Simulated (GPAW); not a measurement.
Consider ZnPPd5 (P4/mmm).

```cif
data_structure
_symmetry_space_group_name_H-M 'P 1'
_symmetry_Int_Tables_number 1
_cell_length_a 3.8913
_cell_length_b 3.8913
_cell_length_c 6.8287
_cell_angle_alpha 90.000
_cell_angle_beta 90.000
_cell_angle_gamma 90.000
_cell_volume 103.40
loop_
_atom_site_label
_atom_site_type_symbol
_atom_site_fract_x
_atom_site_fract_y
_atom_site_fract_z
_atom_site_occupancy
Pd1 Pd 0.00000 0.00000 0.00000 1
Pd2 Pd 0.50000 0.00000 0.70755 1
Pd3 Pd 0.50000 0.00000 0.29245 1
Pd4 Pd 0.00000 0.50000 0.70755 1
Pd5 Pd 0.00000 0.50000 0.29245 1
Zn6 Zn 0.50000 0.50000 0.00000 1
P7 P 0.00000 0.00000 0.50000 1
```

Absorber: atom 6, with 4 Pd at 2.75 Å and 8 Pd at 2.79 Å (cuboctahedral, site symmetry 4/mmm). Method: GPAW, LDA, excited-electron core hole (neutral cell), 14-atom cell with 5.5 Å between holes, 5×5×5 k points, dipole transitions, Gaussian full width 1.67 eV up to 4 eV, rising linearly to 3.5 eV at 25 eV.

Question: What does the Zn K edge look like?

Main maxima up to 30 eV above the zero (height): 2.0 eV (0.83) and 9.0 eV (1.88). A K edge sees empty p states on the absorber. The total-energy difference is 9671.12 eV. One term is added: -30.82 eV, since the hole is spin-paired here and a spin-polarised one costs that much less in the free atom (computed apart). The photon energy is then 9640.30 eV. The tabulated edge of the element is 9659 eV. The functional leaves an error in such absolute values: in the free atom LDA prices this hole 19.1 eV below PBE (computed apart), and PBE is itself good to a few eV.

The Zn K spectrum (energy from the lowest empty level; intensity scaled to a mean of 1 over the first 20 eV; polarised curves are means over the symmetry-equivalent atoms):

| E (eV) | isotropic | ε ⊥ c | ε ∥ c |
| --- | --- | --- | --- |
| -2.0 | 0.00 | 0.00 | 0.00 |
| -1.5 | 0.00 | 0.00 | 0.00 |
| -1.0 | 0.02 | 0.02 | 0.01 |
| -0.5 | 0.07 | 0.08 | 0.05 |
| 0.0 | 0.20 | 0.21 | 0.16 |
| 0.5 | 0.41 | 0.42 | 0.38 |
| 1.0 | 0.65 | 0.63 | 0.68 |
| 1.5 | 0.79 | 0.74 | 0.90 |
| 2.0 | 0.83 | 0.77 | 0.94 |
| 2.5 | 0.81 | 0.81 | 0.82 |
| 3.0 | 0.78 | 0.85 | 0.65 |
| 3.5 | 0.76 | 0.88 | 0.53 |
| 4.0 | 0.76 | 0.90 | 0.48 |
| 4.5 | 0.77 | 0.91 | 0.50 |
| 5.0 | 0.77 | 0.88 | 0.53 |
| 5.5 | 0.76 | 0.85 | 0.57 |
| 6.0 | 0.77 | 0.80 | 0.70 |
| 6.5 | 0.83 | 0.75 | 0.98 |
| 7.0 | 0.99 | 0.77 | 1.41 |
| 7.5 | 1.27 | 0.94 | 1.91 |
| 8.0 | 1.58 | 1.23 | 2.29 |
| 8.5 | 1.81 | 1.55 | 2.34 |
| 9.0 | 1.88 | 1.77 | 2.09 |
| 9.5 | 1.77 | 1.79 | 1.71 |
| 10.0 | 1.57 | 1.67 | 1.36 |
| 10.5 | 1.37 | 1.50 | 1.10 |
| 11.0 | 1.22 | 1.36 | 0.93 |
| 11.5 | 1.13 | 1.28 | 0.84 |
| 12.0 | 1.10 | 1.24 | 0.82 |
| 12.5 | 1.10 | 1.21 | 0.89 |
| 13.0 | 1.11 | 1.17 | 1.00 |
| 13.5 | 1.11 | 1.11 | 1.12 |
| 14.0 | 1.10 | 1.06 | 1.20 |
| 14.5 | 1.08 | 1.02 | 1.21 |
| 15.0 | 1.04 | 0.98 | 1.16 |
| 15.5 | 0.99 | 0.94 | 1.08 |
| 16.0 | 0.93 | 0.90 | 0.99 |
| 16.5 | 0.87 | 0.86 | 0.90 |
| 17.0 | 0.82 | 0.82 | 0.82 |
| 17.5 | 0.79 | 0.80 | 0.76 |
| 18.0 | 0.77 | 0.79 | 0.72 |
| 18.5 | 0.75 | 0.78 | 0.69 |
| 19.0 | 0.74 | 0.78 | 0.66 |
| 19.5 | 0.73 | 0.78 | 0.62 |
| 20.0 | 0.71 | 0.77 | 0.57 |
| 20.5 | 0.68 | 0.76 | 0.52 |
| 21.0 | 0.65 | 0.73 | 0.47 |
| 21.5 | 0.62 | 0.70 | 0.45 |
| 22.0 | 0.60 | 0.67 | 0.45 |
| 22.5 | 0.59 | 0.65 | 0.48 |
| 23.0 | 0.60 | 0.63 | 0.52 |
| 23.5 | 0.61 | 0.63 | 0.58 |
| 24.0 | 0.64 | 0.63 | 0.64 |
| 24.5 | 0.67 | 0.64 | 0.72 |
| 25.0 | 0.71 | 0.66 | 0.82 |
| 25.5 | 0.76 | 0.69 | 0.92 |
| 26.0 | 0.83 | 0.72 | 1.04 |
| 26.5 | 0.89 | 0.76 | 1.15 |
| 27.0 | 0.96 | 0.81 | 1.25 |
| 27.5 | 1.02 | 0.86 | 1.32 |
| 28.0 | 1.06 | 0.91 | 1.35 |
| 28.5 | 1.09 | 0.96 | 1.36 |
| 29.0 | 1.11 | 1.00 | 1.33 |
| 29.5 | 1.12 | 1.04 | 1.29 |
| 30.0 | 1.13 | 1.07 | 1.26 |
| 30.5 | 1.15 | 1.11 | 1.22 |
| 31.0 | 1.16 | 1.15 | 1.18 |
| 31.5 | 1.18 | 1.19 | 1.15 |
| 32.0 | 1.19 | 1.23 | 1.11 |

The script folds with a Gaussian, whereas the core hole's own line is a Lorentzian, so the onset is too steep and the first peak too high. The holes are only 5.5 Å apart, so the shape is probably not converged with cell size; no larger cell was run here. The structure is a computed Materials Project entry and may be a hypothetical form.

[Banner, clock and machine lines of the logs are left out without a mark of their own.]

[Logs are printed without paths, hosts, clocks, repeated set-up lines and the standing remarks that a program may print on its own settings, such as how far it seeks lower states.]

[Hosts, paths, dates, database ids (printed as entryN), source tags and the programs' standing remarks are cut or masked in the printed files.]

[Lists of maxima count a maximum above −3 eV only where it reaches 4 % of the highest in the window and stands out from its surroundings by 2 % of it (1.5 % where it reaches 55 %); shoulders and weaker maxima are passed over, and of the rest the first, up to two pre-edge ones and the few strongest are named.]
